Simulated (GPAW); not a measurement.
# Ru L₃-edge XANES of NbRu (Pm-3m), part 3 of 3

How does the Ru L₃ edge of NbRu (Pm-3m) move when the bonds are compressed or stretched?

GPAW 26.7.0; X-ray absorption from dipole matrix elements to empty bands, plane-wave PAW LDA.

So far. Step 4 (Spectrum with XCH, Ru atom 1): The energy difference (zero at 2870 eV) isn't read as a photon energy: for so heavy an absorber the terms left out (core spin–orbit splitting, the hole's spin, the functional's error) amount to tens of eV or more. Step 6 (Spectrum with XCH, Ru atom 1): Against the first run the r.m.s. difference is 10 %. The highest intensity below 24 eV goes from 0.8 eV (2.86) to 0.8 eV (2.73).

**8. Spectrum with XCH, Ru atom 1**

Shorter bonds are expected to push antibonding states and scattering resonances up, and longer ones down; the cell is scaled to test that.

Changed against the first core-hole run: volume scale from 1 to 1.03.

Contents of xas.py:

```python
import numpy as np
from ase import Atoms
from ase.parallel import parprint, paropen
from gpaw import GPAW, PW, FermiDirac, Mixer, MixerDif, setup_paths
from gpaw.test import gen
setup_paths.insert(0, '.')
gen('Ru', name='fch2p', xcname='LDA', corehole=(2, 1, 1), write_xml=True)
from gpaw.mpi import world
world.barrier()

atoms = Atoms('Ru4Nb4',
    cell=[[3.2155268, 3.2155268, 3.2155268],
     [-3.2155268, 3.2155268, -3.2155268],
     [-3.2155268, 3.2155268, 3.2155268]],
    scaled_positions=[[0.5, 0, 0],
     [0, 0.5, 0],
     [0.5, 0.5, 0.5],
     [0, 0, 0.5],
     [0, 0, 0],
     [0.5, 0.5, 0],
     [0, 0.5, 0.5],
     [0.5, 0, 0.5]],
    pbc=True)
atoms.calc = calc = GPAW(legacy_gpaw=True, mode=PW(430), xc='LDA', setups={0: 'fch2p'},
    kpts={'size': (6, 6, 6), 'gamma': True}, occupations=FermiDirac(0.1),
    charge=-1, mixer=Mixer(0.1, 5, 50), maxiter=150,
    convergence={'density': 0.0001}, txt='scf.txt')
energy = atoms.get_potential_energy() + calc.get_reference_energy()
ef = calc.get_fermi_level()
out = dict(energy=energy, fermi=ef, forces=atoms.get_forces().tolist())
parprint(f'all-electron energy {energy:.4f} eV, Fermi level {ef:.4f} eV')
ev = np.array([[calc.get_eigenvalues(k, s) for k in range(len(calc.get_ibz_k_points()))] for s in range(calc.get_number_of_spins())])
out['homo'], out['lumo'], out['counts'] = ev[ev < ef].max(), ev[ev > ef].min(), sorted(set((ev < ef).sum((0, 2)).tolist()))
out['filled'] = (ev[:, 0] < ef).sum(1).tolist()

from ase.units import Ha
from gpaw.xas import dipole_matrix_elements
nb = int(calc.get_number_of_electrons() / 2) + 122
top, nb = nb, nb + 8 + nb // 12
nscf = calc.fixed_density(kpts={'size': (6, 6, 6), 'gamma': True}, nbands=nb,
    convergence={'bands': top, 'eigenstates': 1e-5}, maxiter=60, txt='nscf.txt')
cell = atoms.cell.array
ops = [cell.T @ U.T @ np.linalg.inv(cell.T) for U in nscf.wfs.kd.symmetry.op_scc]
E = np.arange(-6, 34, 0.1)
fwhm = np.interp(E, [4, 25], [2, 3.5])
Y, X, zero, highest = 0, 0, 1e9, 1e9
for spin in range(nscf.get_number_of_spins()):
    wfs = nscf.wfs
    A = dipole_matrix_elements(wfs.setups[0])
    eps = np.zeros((wfs.kd.nibzkpts, nb))
    d = np.zeros((3, A.shape[1], wfs.kd.nibzkpts, nb), complex)
    for kpt in wfs.kpt_u:
        if kpt.s == spin and 0 in kpt.P_ani:
            eps[kpt.k] = kpt.eps_n * Ha
            d[:, :, kpt.k] = (kpt.weight * wfs.nspins / 2) ** 0.5 * np.inner(A, kpt.P_ani[0])
    world.sum(eps)
    world.sum(d)
    T = np.einsum('amkn,bmkn->abkn', d, d.conj()).real
    T = sum(np.einsum('ai,ijkn,bj->abkn', R, T, R) for R in ops) / len(ops)
    empty = eps > ef
    zero, highest = min(zero, eps[empty].min()), min(highest, eps[:, top - 1].min())
    lines = [(eps, T, empty)] if spin == 0 else lines + [(eps, T, empty)]
for eps, T, empty in lines:
    f = np.einsum('aakn->akn', T).reshape(3, -1)
    x = eps.ravel() - zero
    w = np.interp(x, E, fwhm) / 2.35482
    g = np.exp(-0.5 * ((E[:, None] - x) / w) ** 2) / (w * (2 * np.pi) ** 0.5)
    Y = Y + (f * empty.ravel()) @ g.T
    X = X + (f * ~empty.ravel()) @ g.T
out.update(E=E.round(2).tolist(), xas=Y.tolist(), xes=X.tolist(), zero=zero, valid=highest - zero, nk=len(eps), nb=nb)
for i in range(0, len(E), 10):
    parprint(f'{E[i]:7.2f}', *(f'{v:10.3e}' for v in Y[:, i]))
import json
with paropen('out.json', 'w') as f:
    json.dump(out, f)
```

Started as:

```
$ OMP_NUM_THREADS=1 mpirun -n 2 gpaw python xas.py
```

Numbers of over 12 decimals in the logs are rounded to 6 here.

The program printed:

```text
Input parameters:
  charge: -1
  convergence: {density: 0.0001}
  kpts: {gamma: True,
         size: (6, 6, 6)}
  maxiter: 150
  mixer: {backend: pulay,
          beta: 0.1,
          method: separate,
          nmaxold: 5,
          weight: 50}
  mode: {ecut: 430.0,
         name: pw}
  occupations: {fixmagmom: False,
                name: fermi-dirac,
                width: 0.1}
  setups: {0: fch2p}

Initialize ...

[...]
*d    :     0.368744
--------------------------------

Diagonalizing with gridspacing h=0.050

state   all-electron     PAW
-------------------------------
4s:      -3.373979    -3.374511
4p:      -2.246267    -2.246716
4d:      -0.631256    -0.632596
*f:                   -0.023373
-------------------------------
all-electron energy -904895.8788 eV, Fermi level 11.7007 eV
[...]
32.00  6.028e-06  6.028e-06  6.028e-06
  33.00  5.521e-06  5.521e-06  5.521e-06
[key lines of the parts left out:]
Converged after 17 iterations.
Dipole moment: (-0.000000, 0.000000, 0.000000) |e|*Ang
Free energy:    -99.405537
Fermi level: 11.70072
```

Run time: 6.4 min. Hardware: 2 MPI ranks of Arm Neoverse V1, shared host; peak memory 0.55 GiB; 13 min of CPU time.

| E (eV) | first run | this run |
| --- | --- | --- |
| -2.0 | 0.06 | 0.06 |
| -1.0 | 0.69 | 0.70 |
| 0.0 | 2.27 | 2.32 |
| 1.0 | 2.82 | 2.87 |
| 2.0 | 2.21 | 2.25 |
| 3.0 | 1.67 | 1.62 |
| 4.0 | 0.88 | 0.83 |
| 5.0 | 0.55 | 0.55 |
| 6.0 | 0.48 | 0.48 |
| 7.0 | 0.43 | 0.43 |
| 8.0 | 0.40 | 0.42 |
| 9.0 | 0.52 | 0.60 |
| 10.0 | 0.76 | 0.81 |
| 11.0 | 0.89 | 0.89 |
| 12.0 | 0.96 | 0.94 |
| 13.0 | 1.01 | 1.00 |
| 14.0 | 1.04 | 1.02 |
| 15.0 | 0.98 | 0.93 |
| 16.0 | 0.80 | 0.76 |
| 17.0 | 0.67 | 0.67 |
| 18.0 | 0.69 | 0.71 |
| 19.0 | 0.73 | 0.71 |
| 20.0 | 0.67 | 0.64 |
| 21.0 | 0.60 | 0.61 |
| 22.0 | 0.64 | 0.70 |
| 23.0 | 0.74 | 0.78 |
| 24.0 | 0.79 | 0.80 |
| 25.0 | 0.76 | 0.75 |
| 26.0 | 0.72 | 0.71 |
| 27.0 | 0.70 | 0.70 |
| 28.0 | 0.69 | 0.69 |
| 29.0 | 0.67 | 0.66 |
| 30.0 | 0.65 | 0.68 |
| 31.0 | 0.69 | 0.73 |
| 32.0 | 0.74 | 0.74 |

Against the first run the r.m.s. difference is 3 %. The highest intensity below 24 eV stays at 0.8 eV.

The photon energy of the zero moves by -0.04 eV.

**9. Supercell without a hole, the energy reference**

The cell and mesh change for the next run, so it gets a reference energy of its own.

The cell differs from the one that the last finished run ended in (a 5.569 → 5.676 Å, b 5.569 → 5.676 Å, c 5.569 → 5.676 Å).

Contents of scf.py:

```python
import numpy as np
from ase import Atoms
from ase.parallel import parprint, paropen
from gpaw import GPAW, PW, FermiDirac, Mixer, MixerDif, setup_paths
from gpaw.test import gen
setup_paths.insert(0, '.')
gen('Ru', name='nch2p', xcname='LDA', corehole=(2, 1, 0), write_xml=True)
from gpaw.mpi import world
world.barrier()

atoms = Atoms('Ru4Nb4',
    cell=[[3.27678961, 3.27678961, 3.27678961],
     [-3.27678961, 3.27678961, -3.27678961],
     [-3.27678961, 3.27678961, 3.27678961]],
    scaled_positions=[[0.5, 0, 0],
     [0, 0.5, 0],
     [0.5, 0.5, 0.5],
     [0, 0, 0.5],
     [0, 0, 0],
     [0.5, 0.5, 0],
     [0, 0.5, 0.5],
     [0.5, 0, 0.5]],
    pbc=True)
atoms.calc = calc = GPAW(legacy_gpaw=True, mode=PW(430), xc='LDA', setups={0: 'nch2p'},
    kpts={'size': (5, 5, 5), 'gamma': True}, occupations=FermiDirac(0.1),
    charge=0, mixer=Mixer(0.1, 5, 50), maxiter=150,
    convergence={'density': 0.0001}, txt='scf.txt')
energy = atoms.get_potential_energy() + calc.get_reference_energy()
ef = calc.get_fermi_level()
out = dict(energy=energy, fermi=ef, forces=atoms.get_forces().tolist())
parprint(f'all-electron energy {energy:.4f} eV, Fermi level {ef:.4f} eV')
ev = np.array([[calc.get_eigenvalues(k, s) for k in range(len(calc.get_ibz_k_points()))] for s in range(calc.get_number_of_spins())])
out['homo'], out['lumo'], out['counts'] = ev[ev < ef].max(), ev[ev > ef].min(), sorted(set((ev < ef).sum((0, 2)).tolist()))
out['filled'] = (ev[:, 0] < ef).sum(1).tolist()
import json
with paropen('out.json', 'w') as f:
    json.dump(out, f)
```

Started as:

```
$ OMP_NUM_THREADS=1 mpirun -n 2 gpaw python scf.py
```

The program printed:

```text
Input parameters:
  convergence: {density: 0.0001}
  kpts: {gamma: True,
         size: (5, 5, 5)}
  maxiter: 150
  mixer: {backend: pulay,
          beta: 0.1,
          method: separate,
          nmaxold: 5,
          weight: 50}
  mode: {ecut: 430.0,
         name: pw}
  occupations: {fixmagmom: False,
                name: fermi-dirac,
                width: 0.1}
  setups: {0: nch2p}

Initialize ...

[...]
5s(1) :    -0.165642     1.006927
4p(6) :    -1.710171     0.232766
5p(0) :    -0.037961     0.989362
4d(7) :    -0.198508     0.557875
*d    :     0.801492
--------------------------------

Diagonalizing with gridspacing h=0.050

state   all-electron     PAW
-------------------------------
4s:      -2.807098    -2.807664
4p:      -1.710171    -1.710635
4d:      -0.198508    -0.199753
*f:                    0.068975
-------------------------------
all-electron energy -907764.3454 eV, Fermi level 10.9733 eV
[key lines of the parts left out:]
Converged after 15 iterations.
Dipole moment: (-0.000000, -0.000000, -0.000000) |e|*Ang
Free energy:    -88.786020
Fermi level: 10.97331
```

It took 73 s on 2 MPI ranks; peak memory 0.28 GiB; 2.4 min of CPU time.

Reference energy: -907764.345 eV with the cores included.

**10. Spectrum with XCH, Ru atom 1**

Shorter bonds are expected to push antibonding states and scattering resonances up, and longer ones down; the cell is scaled to test that.

Changed against the first core-hole run: volume scale from 1 to 1.09; the field's mesh follows (6×6×6 to 5×5×5).

xas.py, as its differences from that of step 8:

```diff
@@ -11,5 +11,5 @@
 atoms = Atoms('Ru4Nb4',
-    cell=[[3.2155268, 3.2155268, 3.2155268],
-     [-3.2155268, 3.2155268, -3.2155268],
-     [-3.2155268, 3.2155268, 3.2155268]],
+    cell=[[3.27678961, 3.27678961, 3.27678961],
+     [-3.27678961, 3.27678961, -3.27678961],
+     [-3.27678961, 3.27678961, 3.27678961]],
     scaled_positions=[[0.5, 0, 0],
@@ -24,3 +24,3 @@
 atoms.calc = calc = GPAW(legacy_gpaw=True, mode=PW(430), xc='LDA', setups={0: 'fch2p'},
-    kpts={'size': (6, 6, 6), 'gamma': True}, occupations=FermiDirac(0.1),
+    kpts={'size': (5, 5, 5), 'gamma': True}, occupations=FermiDirac(0.1),
     charge=-1, mixer=Mixer(0.1, 5, 50), maxiter=150,
@@ -37,3 +37,3 @@
 from gpaw.xas import dipole_matrix_elements
-nb = int(calc.get_number_of_electrons() / 2) + 122
+nb = int(calc.get_number_of_electrons() / 2) + 127
 top, nb = nb, nb + 8 + nb // 12
```

Started as:

```
$ OMP_NUM_THREADS=1 mpirun -n 2 gpaw python xas.py
```

The program printed:

```text
Input parameters:
  charge: -1
  convergence: {density: 0.0001}
  kpts: {gamma: True,
         size: (5, 5, 5)}
  maxiter: 150
  mixer: {backend: pulay,
          beta: 0.1,
          method: separate,
          nmaxold: 5,
          weight: 50}
  mode: {ecut: 430.0,
         name: pw}
  occupations: {fixmagmom: False,
                name: fermi-dirac,
                width: 0.1}
  setups: {0: fch2p}

Initialize ...

[...]
*d    :     0.368744
--------------------------------

Diagonalizing with gridspacing h=0.050

state   all-electron     PAW
-------------------------------
4s:      -3.373979    -3.374511
4p:      -2.246267    -2.246716
4d:      -0.631256    -0.632596
*f:                   -0.023373
-------------------------------
all-electron energy -904894.7555 eV, Fermi level 10.8091 eV
[...]
32.00  5.326e-06  5.326e-06  5.326e-06
  33.00  4.736e-06  4.736e-06  4.736e-06
[key lines of the parts left out:]
Converged after 20 iterations.
Dipole moment: (-0.000000, -0.000000, -0.000000) |e|*Ang
Free energy:    -98.282958
Fermi level: 10.80913
```

The job ended after 6.2 min (2 MPI ranks; peak memory 0.56 GiB).

| E (eV) | first run | this run |
| --- | --- | --- |
| -2.0 | 0.06 | 0.06 |
| -1.0 | 0.69 | 0.70 |
| 0.0 | 2.27 | 2.36 |
| 1.0 | 2.82 | 2.95 |
| 2.0 | 2.21 | 2.32 |
| 3.0 | 1.67 | 1.51 |
| 4.0 | 0.88 | 0.76 |
| 5.0 | 0.55 | 0.54 |
| 6.0 | 0.48 | 0.47 |
| 7.0 | 0.43 | 0.43 |
| 8.0 | 0.40 | 0.52 |
| 9.0 | 0.52 | 0.74 |
| 10.0 | 0.76 | 0.84 |
| 11.0 | 0.89 | 0.87 |
| 12.0 | 0.96 | 0.93 |
| 13.0 | 1.01 | 0.98 |
| 14.0 | 1.04 | 0.97 |
| 15.0 | 0.98 | 0.86 |
| 16.0 | 0.80 | 0.72 |
| 17.0 | 0.67 | 0.70 |
| 18.0 | 0.69 | 0.71 |
| 19.0 | 0.73 | 0.66 |
| 20.0 | 0.67 | 0.63 |
| 21.0 | 0.60 | 0.70 |
| 22.0 | 0.64 | 0.80 |
| 23.0 | 0.74 | 0.83 |
| 24.0 | 0.79 | 0.77 |
| 25.0 | 0.76 | 0.73 |
| 26.0 | 0.72 | 0.71 |
| 27.0 | 0.70 | 0.71 |
| 28.0 | 0.69 | 0.69 |
| 29.0 | 0.67 | 0.71 |
| 30.0 | 0.65 | 0.75 |
| 31.0 | 0.69 | 0.74 |
| 32.0 | 0.74 | 0.67 |

The scaled spectrum changes by 8 % r.m.s. The highest intensity below 24 eV goes from 0.8 eV (2.86) to 0.8 eV (2.99).

The photon energy of the zero moves by -0.11 eV.

**11. The volumes side by side**

| volume | nearest distance (Å) | shift of the zero (eV) | maximum 1 (eV above own zero) | maximum 2 (eV above own zero) | maximum 3 (eV above own zero) |
| --- | --- | --- | --- | --- | --- |
| 0.91 | 2.672 | +0.11 | 0.8 | 14.4 | 25.8 |
| 1 | 2.757 | +0.00 | 0.8 | 14.0 | 24.2 |
| 1.03 | 2.785 | -0.04 | 0.8 | 13.8 | 23.6 |
| 1.09 | 2.838 | -0.11 | 0.8 | 13.4 | 22.8 |

The curves, each shifted by its zero's change so that they share one photon-energy axis, counted from the zero at V × 1:

| E (eV) | V × 0.91 | V × 1 | V × 1.03 | V × 1.09 |
| --- | --- | --- | --- | --- |
| -2.0 | 0.04 | 0.06 | 0.07 | 0.09 |
| -1.0 | 0.54 | 0.69 | 0.75 | 0.86 |
| 0.0 | 1.99 | 2.27 | 2.37 | 2.51 |
| 1.0 | 2.71 | 2.82 | 2.85 | 2.90 |
| 2.0 | 2.14 | 2.21 | 2.23 | 2.24 |
| 3.0 | 1.79 | 1.67 | 1.59 | 1.40 |
| 4.0 | 1.19 | 0.88 | 0.81 | 0.72 |
| 5.0 | 0.61 | 0.55 | 0.54 | 0.53 |
| 6.0 | 0.49 | 0.48 | 0.47 | 0.46 |
| 7.0 | 0.45 | 0.43 | 0.42 | 0.43 |
| 8.0 | 0.42 | 0.40 | 0.43 | 0.54 |
| 9.0 | 0.38 | 0.52 | 0.61 | 0.76 |
| 10.0 | 0.48 | 0.76 | 0.81 | 0.84 |
| 11.0 | 0.73 | 0.89 | 0.89 | 0.87 |
| 12.0 | 0.96 | 0.96 | 0.94 | 0.93 |
| 13.0 | 1.07 | 1.01 | 1.00 | 0.98 |
| 14.0 | 1.11 | 1.04 | 1.01 | 0.97 |
| 15.0 | 1.11 | 0.98 | 0.93 | 0.84 |
| 16.0 | 1.00 | 0.80 | 0.76 | 0.71 |
| 17.0 | 0.79 | 0.67 | 0.67 | 0.70 |
| 18.0 | 0.65 | 0.69 | 0.71 | 0.71 |
| 19.0 | 0.68 | 0.73 | 0.71 | 0.65 |
| 20.0 | 0.75 | 0.67 | 0.63 | 0.63 |
| 21.0 | 0.71 | 0.60 | 0.62 | 0.71 |
| 22.0 | 0.61 | 0.64 | 0.70 | 0.81 |
| 23.0 | 0.57 | 0.74 | 0.79 | 0.82 |
| 24.0 | 0.65 | 0.79 | 0.80 | 0.77 |
| 25.0 | 0.73 | 0.76 | 0.75 | 0.72 |
| 26.0 | 0.76 | 0.72 | 0.71 | 0.71 |
| 27.0 | 0.73 | 0.70 | 0.70 | 0.70 |
| 28.0 | 0.70 | 0.69 | 0.69 | 0.69 |
| 29.0 | 0.69 | 0.67 | 0.66 | 0.71 |
| 30.0 | 0.68 | 0.65 | 0.68 | 0.75 |
| 31.0 | 0.63 | 0.69 | 0.73 | 0.74 |
| 32.0 | 0.61 | 0.74 | 0.74 | 0.66 |

**12. What came out**

| Item | Value |
| --- | --- |
| absorber and edge | Ru L₃, atom 1 of the ground-state input (counted from 1) |
| surroundings | 8 Nb at 2.76 Å and 6 Ru at 3.18 Å (cube and octahedron, as in bcc, site symmetry m-3m) |
| highest intensity below 24 eV | 0.8 eV above the zero, height 2.86 |

From V × 0.91 to V × 1.09 the nearest distance grows by 0.166 Å and the zero moves by -0.22 eV. Above their own zero, the maxima move from 0.8 to 0.8 eV, from 14.4 to 13.4 eV and from 25.8 to 22.8 eV. The one highest in energy moves most, in the direction that the rule ΔE·R² ≈ constant for scattering resonances gives. The Ru L₃ edge of atom 1, with 8 Nb at 2.76 Å and 6 Ru at 3.18 Å (cube and octahedron, as in bcc, site symmetry m-3m), has its highest intensity of the first 24 eV at 0.8 eV above the zero, 2.9 times the mean level of the first 20 eV (Gaussian full width 2 eV up to 4 eV, rising linearly to 3.5 eV at 25 eV). Only the L₃ part is meant: spin–orbit coupling of the core level isn't computed and the L₂ copy isn't added. The script folds with a Gaussian, whereas the core hole's own line is a Lorentzian, so the onset is too steep and the first peak too high. The holes are only 5.5 Å apart, so the shape is probably not converged with cell size; no larger cell was run here. Lifetime broadening is put in by hand, and intensities beyond about 20 eV depend on it and on the partial waves; weight that the partial waves miss at high energy is lost. The structure is a published determination, not relaxed.

[Banner, clock and machine lines of the logs are left out without a mark of their own.]

[Logs are printed without paths, hosts, clocks, repeated set-up lines and the standing remarks that a program may print on its own settings, such as how far it seeks lower states.]

[Hosts, paths, dates, database ids (printed as entryN), source tags and the programs' standing remarks are cut or masked in the printed files.]

[Lists of maxima count a maximum above −3 eV only where it reaches 4 % of the highest in the window and stands out from its surroundings by 2 % of it (1.5 % where it reaches 55 %); shoulders and weaker maxima are passed over, and of the rest the first, up to two pre-edge ones and the few strongest are named.]
